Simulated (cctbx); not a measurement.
**A crystallographic session in cctbx: MoBrN**

Library: cctbx 2025.11. The data are simulated by the first script.

## 1. Simulate the data

run.py:

```python
from cctbx import adptbx, crystal, miller, sgtbx, xray
from cctbx.array_family import flex
from iotbx.shelx import hklf
from scitbx import matrix
import scitbx.random

cs = crystal.symmetry(unit_cell=(3.707, 3.707, 31.736, 90, 90, 120), space_group_symbol='Hall: -R 3 2"')  # R-3m
atoms = [  # label, site, U (iso, or U11 U22 U33 U12 U13 U23 in A^2), occupancy
    ("Mo1", (1/3, 2/3, 0.79047), (0.0100, 0.0100, 0.0100, 0.0050, 0.0000, 0.0000), 1),
    ("Br1", (2/3, 1/3, 0.72507), (0.0091, 0.0091, 0.0094, 0.0046, -0.0000, 0.0000), 1),
    ("N1", (1/3, 2/3, 0.86197), (0.0171, 0.0171, 0.0149, 0.0086, 0.0000, 0.0000), 1),
]
xs = xray.structure(crystal_symmetry=cs)
for label, site, u, occ in atoms:
    u = adptbx.u_cif_as_u_star(cs.unit_cell(), u) if isinstance(u, tuple) else u
    xs.add_scatterer(xray.scatterer(label, site=site, u=u, occupancy=occ))
xs.set_inelastic_form_factors(0.71073, "sasaki")
xs.show_summary()
p1 = xs.expand_to_p1()
ms = miller.build_set(p1, anomalous_flag=True, d_min=0.75)
flex.set_random_seed(380983)
scitbx.random.set_random_seed(380983)
ms = ms.select(flex.random_double(ms.size()) < 0.95)
i = ms.structure_factors_from_scatterers(p1, algorithm="direct").f_calc().as_intensity_array().data()
i = i * 40000 / flex.max(i)
sig = flex.sqrt(i + flex.pow2(0.04 * i) + 2 ** 2)
noise = scitbx.random.variate(scitbx.random.normal_distribution())(i.size())
data = ms.array(data=i + sig * noise, sigmas=sig).set_observation_type_xray_intensity()
with open("data.hkl", "w") as f:
    data.export_as_shelx_hklf(f)
print("reflections written:", data.size(), " <I/sigma> = %.1f" % flex.mean(data.data() / data.sigmas()))
for h, a, b in list(data.sort("data"))[:12]:
    print("%4d%4d%4d %9.1f %7.1f" % (h + (a, b)))
```

```console
$ python run.py
```

```text
Number of scatterers: 3
At special positions: 3
Unit cell: (3.707, 3.707, 31.736, 90, 90, 120)
Space group: R -3 m :H (No. 166)
reflections written: 3492  <I/sigma> = 6.0
  -1   0  -4   41074.5  1612.5
   1  -1  -4   41034.6  1612.5
   0  -1   4   41016.5  1612.5
   1   0   4   40432.1  1612.5
   0   1  -4   38759.5  1612.5
  -1   1   4   38484.6  1612.5
  -1   2   0   34689.8  1384.1
  -2   1   0   34681.2  1384.1
   1   1   0   34336.8  1384.1
   1  -2   0   33238.0  1384.1
   2  -1   0   32419.0  1384.1
  -1  -1   0   32387.6  1384.1
```

It took 0.36 s on 1 thread of Arm Neoverse N1, on a shared host, peak memory 0.07 GiB.

## 2. Refinement (right model, isotropic)

run.py:

```python
import math
from cctbx import adptbx, crystal, maptbx, sgtbx, xray
from cctbx.array_family import flex
from cctbx.xray import observations
from iotbx.shelx import hklf
from scitbx.lstbx import normal_eqns_solving
from smtbx import absolute_structure, utils
from smtbx.refinement import constraints, least_squares

cs = crystal.symmetry(unit_cell=(3.707, 3.707, 31.736, 90, 90, 120), space_group_symbol='Hall: -R 3 2"')  # R-3m
atoms = [  # label, site, U (iso, or U11 U22 U33 U12 U13 U23 in A^2), occupancy
    ("Mo1", (1/3, 2/3, 0.7874), 0.0200, 1),
    ("Br1", (2/3, 1/3, 0.7243), 0.0200, 1),
    ("N1", (1/3, 2/3, 0.8612), 0.0200, 1),
]
xs = xray.structure(crystal_symmetry=cs)
for label, site, u, occ in atoms:
    u = adptbx.u_cif_as_u_star(cs.unit_cell(), u) if isinstance(u, tuple) else u
    xs.add_scatterer(xray.scatterer(label, site=site, u=u, occupancy=occ))
xs.set_inelastic_form_factors(0.71073, "sasaki")
raw = hklf.reader(file_name="data.hkl").as_miller_arrays(crystal_symmetry=cs, anomalous=True)[0]
merged = raw.eliminate_sys_absent().merge_equivalents()
fo2 = merged.array().set_observation_type_xray_intensity()
print("Rint %.3f, %d unique reflections to %.2f A" % (merged.r_int(), fo2.size(), fo2.d_min()))
for sc in xs.scatterers():
    sc.flags.set_grad_site(True)
    sc.flags.set_grad_u_aniso(sc.flags.use_u_aniso())
    sc.flags.set_grad_u_iso(sc.flags.use_u_iso())
obs = fo2.as_xray_observations()
extra = {}
rep = constraints.reparametrisation(xs, [], utils.connectivity_table(xs), **extra)
ls = least_squares.crystallographic_ls(obs, rep, weighting_scheme=least_squares.mainstream_shelx_weighting(a=0, b=0))
print("cycle     R1     wR2    GooF  max shift (A)")
for cycle in range(8):
    ls.build_up()
    r1, wr2, goof = ls.r1_factor(cutoff_factor=2)[0], ls.wR2(), ls.goof()
    old = xs.sites_cart()
    normal_eqns_solving.levenberg_marquardt_iterations(ls, n_max_iterations=3, tau=1e-06, step_threshold=1e-7)
    big = flex.max((xs.sites_cart() - old).norms())
    print("%4d %7.4f %7.4f %7.3f %9.5f" % (cycle + 1, r1, wr2, goof, big))
    ls.build_up(objective_only=True)
    if abs(ls.wR2() - wr2) < 5e-5 and big < 5e-4:
        break
ls.build_up()
print("final R1 %.4f wR2 %.4f GooF %.3f  parameters %d  data/parameter %.1f" % (ls.r1_factor(cutoff_factor=2)[0], ls.wR2(), ls.goof(), ls.n_parameters, fo2.size() / ls.n_parameters))
cov = ls.covariance_matrix_and_annotations()
su = dict(zip(cov.annotations, (math.sqrt(max(v, 0)) for v in cov.matrix.matrix_packed_u_diagonal())))
a2 = cs.unit_cell().reciprocal_parameters()[0] ** -2
print("atom        x        y        z      Ueq    occ   su(xyz)  su(Uiso or U11)")
for sc in xs.scatterers():
    s = max(su.get(sc.label + k, 0) for k in (".x", ".y", ".z"))
    npd = "" if sc.is_positive_definite_u(cs.unit_cell()) else "  NPD"
    print("%-5s %8.5f %8.5f %8.5f %8.4f %6.3f %8.5f %7.4f%s" % ((sc.label,) + sc.site + (sc.u_iso_or_equiv(cs.unit_cell()), sc.occupancy, s, su.get(sc.label + ".uiso", su.get(sc.label + ".u11", 0) * a2), npd)))
fo = fo2.f_sq_as_f()
fc = fo.structure_factors_from_scatterers(xs, algorithm="direct").f_calc()
diff = fo.f_obs_minus_f_calc(1 / math.sqrt(ls.scale_factor()), fc).average_bijvoet_mates()
m = diff.fft_map(symmetry_flags=maptbx.use_space_group_symmetry, resolution_factor=0.25).apply_volume_scaling()
print("difference map: max %.2f min %.2f rms %.2f" % (m.statistics().max(), m.statistics().min(), m.statistics().sigma()))
peaks = m.peak_search(parameters=maptbx.peak_search_parameters(min_distance_sym_equiv=0.6, max_clusters=6)).all()
near = xs.closest_distances(peaks.sites(), distance_cutoff=4)
sps = cs.special_position_settings(min_distance_sym_equiv=0.5)
for k, (x, h) in enumerate(zip(peaks.sites(), peaks.heights())):
    ss = sps.site_symmetry(x)
    print("Q%-3d %7.4f %7.4f %7.4f %4d %7.2f  %.2f A from %s" % ((k + 1,) + tuple(t % 1 for t in ss.exact_site()) + (ss.multiplicity(), h, near.smallest_distances[k], xs.scatterers()[near.i_seqs[k]].label)))
```

```console
$ python run.py
```

```text
Rint 0.031, 157 unique reflections to 0.75 A
cycle     R1     wR2    GooF  max shift (A)
   1  0.3773  0.7342  37.338   0.09741
   2  0.0079  0.0203   1.034   0.00316
   3  0.0072  0.0180   0.916   0.00000
final R1 0.0072 wR2 0.0180 GooF 0.916  parameters 6  data/parameter 26.2
atom        x        y        z      Ueq    occ   su(xyz)  su(Uiso or U11)
Mo1    0.33333  0.66667  0.79047   0.0100  1.000  0.00001  0.0001
Br1    0.66667  0.33333  0.72507   0.0091  1.000  0.00001  0.0001
N1     0.33333  0.66667  0.86200   0.0168  1.000  0.00006  0.0004
difference map: max 0.27 min -0.57 rms 0.07
Q1    0.0000  0.0000  0.0795    6    0.27  1.41 A from Mo1
Q2    0.0000  0.0000  0.4069    6    0.27  0.48 A from Br1
Q3    0.0000  0.0000  0.3752    6    0.25  0.53 A from Br1
Q4    0.0100  0.5050  0.4153   18    0.24  1.73 A from Mo1
Q5    0.1041  0.2082  0.9535   18    0.19  1.93 A from Br1
Q6    0.0000  0.5000  0.0000    9    0.17  2.14 A from Br1
```

Time: 0.51 s.

## 3. Refinement (right model, anisotropic)

run.py, as its changes from the last script of this kind:

```diff
@@ -12,3 +12,3 @@
-    ("Mo1", (1/3, 2/3, 0.7874), 0.0200, 1),
-    ("Br1", (2/3, 1/3, 0.7243), 0.0200, 1),
-    ("N1", (1/3, 2/3, 0.8612), 0.0200, 1),
+    ("Mo1", (1/3, 2/3, 0.79047), 0.0100, 1),
+    ("Br1", (2/3, 1/3, 0.72507), 0.0091, 1),
+    ("N1", (1/3, 2/3, 0.862), 0.0168, 1),
@@ -20,0 +21 @@
+xs.convert_to_anisotropic()
```

```console
$ python run.py
```

```text
Rint 0.031, 157 unique reflections to 0.75 A
cycle     R1     wR2    GooF  max shift (A)
   1  0.0073  0.0182   0.935   0.00036
   2  0.0070  0.0174   0.893   0.00000
final R1 0.0070 wR2 0.0174 GooF 0.893  parameters 9  data/parameter 17.4
atom        x        y        z      Ueq    occ   su(xyz)  su(Uiso or U11)
Mo1    0.33333  0.66667  0.79047   0.0100  1.000  0.00001  0.0001
Br1    0.66667  0.33333  0.72507   0.0092  1.000  0.00001  0.0001
N1     0.33333  0.66667  0.86199   0.0167  1.000  0.00006  0.0005
difference map: max 0.26 min -0.56 rms 0.07
Q1    0.0000  0.0000  0.0799    6    0.26  1.39 A from Mo1
Q2    0.0097  0.5048  0.4153   18    0.24  1.72 A from Mo1
Q3    0.0000  0.0000  0.3589    6    0.19  1.04 A from Br1
Q4    0.1028  0.2056  0.9541   18    0.18  1.94 A from Br1
Q5    0.0960  0.1920  0.9920   18    0.16  2.49 A from Br1
Q6    0.0000  0.5000  0.0000    9    0.16  2.14 A from Br1
```

Time: 0.49 s.

## 4. Refinement

run.py, as its changes from the last script of this kind:

```diff
@@ -20 +20 @@
-xs.set_inelastic_form_factors(0.71073, "sasaki")
+xs.set_inelastic_form_factors(1.54184, "sasaki")
@@ -35 +35 @@
-for cycle in range(8):
+for cycle in range(12):
```

```console
$ python run.py
```

```text
Rint 0.031, 157 unique reflections to 0.75 A
cycle     R1     wR2    GooF  max shift (A)
   1  0.0648  0.2076  10.665   0.00553
   2  0.0220  0.0838   4.307   0.00018
final R1 0.0219 wR2 0.0838 GooF 4.306  parameters 9  data/parameter 17.4
atom        x        y        z      Ueq    occ   su(xyz)  su(Uiso or U11)
Mo1    0.33333  0.66667  0.79050   0.0119  1.000  0.00003  0.0005
Br1    0.66667  0.33333  0.72506   0.0065  1.000  0.00003  0.0005
N1     0.33333  0.66667  0.86182   0.0143  1.000  0.00029  0.0025
difference map: max 1.70 min -1.29 rms 0.23
Q1    0.0000  0.0000  0.3951    6    1.70  0.11 A from Br1
Q2    0.0000  0.0000  0.0388    6    0.85  2.23 A from Br1
Q3    0.0000  0.0000  0.1611    6    0.59  1.08 A from N1
Q4    0.0000  0.0000  0.0882    6    0.46  1.13 A from Mo1
Q5    0.0000  0.0000  0.1812    6    0.43  0.44 A from N1
Q6    0.0913  0.1826  0.6898   18    0.32  2.22 A from Br1
```

Time: 0.5 s.

This run holds a fault made on purpose: dispersion terms of the wrong wavelength.

## 5. Refinement

run.py, as its changes from the last script of this kind:

```diff
@@ -14,0 +15 @@
+    ("N2", (0.152, 0.959, 0.616), 0.0300, 1),
@@ -20,2 +21 @@
-xs.set_inelastic_form_factors(1.54184, "sasaki")
-xs.convert_to_anisotropic()
+xs.set_inelastic_form_factors(0.71073, "sasaki")
```

```console
$ python run.py
```

```text
Rint 0.031, 157 unique reflections to 0.75 A
cycle     R1     wR2    GooF  max shift (A)
   1  0.1585  0.4748  24.390   0.52785
   2  0.0320  0.0968   4.974   0.35499
   3  0.0179  0.0528   2.712   0.04071
   4  0.0164  0.0503   2.582   0.04199
   5  0.0155  0.0490   2.517   0.02480
   6  0.0154  0.0491   2.520   0.00184
   7  0.0154  0.0491   2.521   0.00033
final R1 0.0154 wR2 0.0491 GooF 2.521  parameters 9  data/parameter 17.4
atom        x        y        z      Ueq    occ   su(xyz)  su(Uiso or U11)
Mo1    0.33333  0.66667  0.79046   0.0100  1.000  0.00002  0.0002
Br1    0.66667  0.33333  0.72507   0.0091  1.000  0.00002  0.0002
N1     0.33333  0.66667  0.86204   0.0167  1.000  0.00017  0.0010
N2     0.14009  0.85991  0.63503   0.9777  1.000  0.00893  0.1403
difference map: max 0.47 min -0.79 rms 0.32
Q1    0.0000  0.0000  0.1617    6    0.47  1.07 A from N1
Q2    0.0854  0.5427  0.2022   18    0.46  1.36 A from Mo1
Q3    0.0349  0.5174  0.8340   18    0.45  1.31 A from N1
Q4    0.0967  0.1933  0.1848   18    0.45  0.71 A from N1
Q5    0.0822  0.1643  0.1119   18    0.42  0.65 A from Mo1
Q6    0.0000  0.0000  0.4393    6    0.40  1.51 A from Br1
```

Time: 0.69 s.

This run holds a fault made on purpose: spurious atom: N2.

## 6. Refinement

run.py, as its changes from the last script of this kind:

```diff
@@ -15 +14,0 @@
-    ("N2", (0.152, 0.959, 0.616), 0.0300, 1),
@@ -21,0 +21 @@
+xs.convert_to_anisotropic()
@@ -23 +23 @@
-merged = raw.eliminate_sys_absent().merge_equivalents()
+merged = raw.eliminate_sys_absent().resolution_filter(d_min=1.6).merge_equivalents()
```

```console
$ python run.py
```

```text
Rint 0.029, 23 unique reflections to 1.60 A
cycle     R1     wR2    GooF  max shift (A)
   1  0.0081  0.0191   1.091   0.00197
   2  0.0073  0.0146   0.833   0.00000
final R1 0.0073 wR2 0.0146 GooF 0.833  parameters 9  data/parameter 2.6
atom        x        y        z      Ueq    occ   su(xyz)  su(Uiso or U11)
Mo1    0.33333  0.66667  0.79050   0.0079  1.000  0.00004  0.0014
Br1    0.66667  0.33333  0.72513   0.0065  1.000  0.00005  0.0012
N1     0.33333  0.66667  0.86194   0.0136  1.000  0.00020  0.0041
difference map: max 0.06 min -0.12 rms 0.03
Q1    0.0833  0.1665  0.6334   18    0.07  0.96 A from Br1
Q2    0.1111  0.2222  0.3580   18    0.06  1.29 A from Br1
Q3    0.0000  0.5000  0.5000    9    0.04  1.40 A from N1
Q4    0.1094  0.4284  0.0896   36    0.03  1.31 A from Br1
Q5    0.1020  0.2041  0.1614   18    0.03  1.26 A from N1
```

It took 0.46 s on 1 thread of Arm Neoverse N1, on a shared host, peak memory 0.09 GiB.

This run holds a fault made on purpose: data cut at low resolution.

[Logs are printed without paths, hosts, clocks, repeated set-up lines and the standing remarks that a program may print on its own settings, such as how far it seeks lower states.]
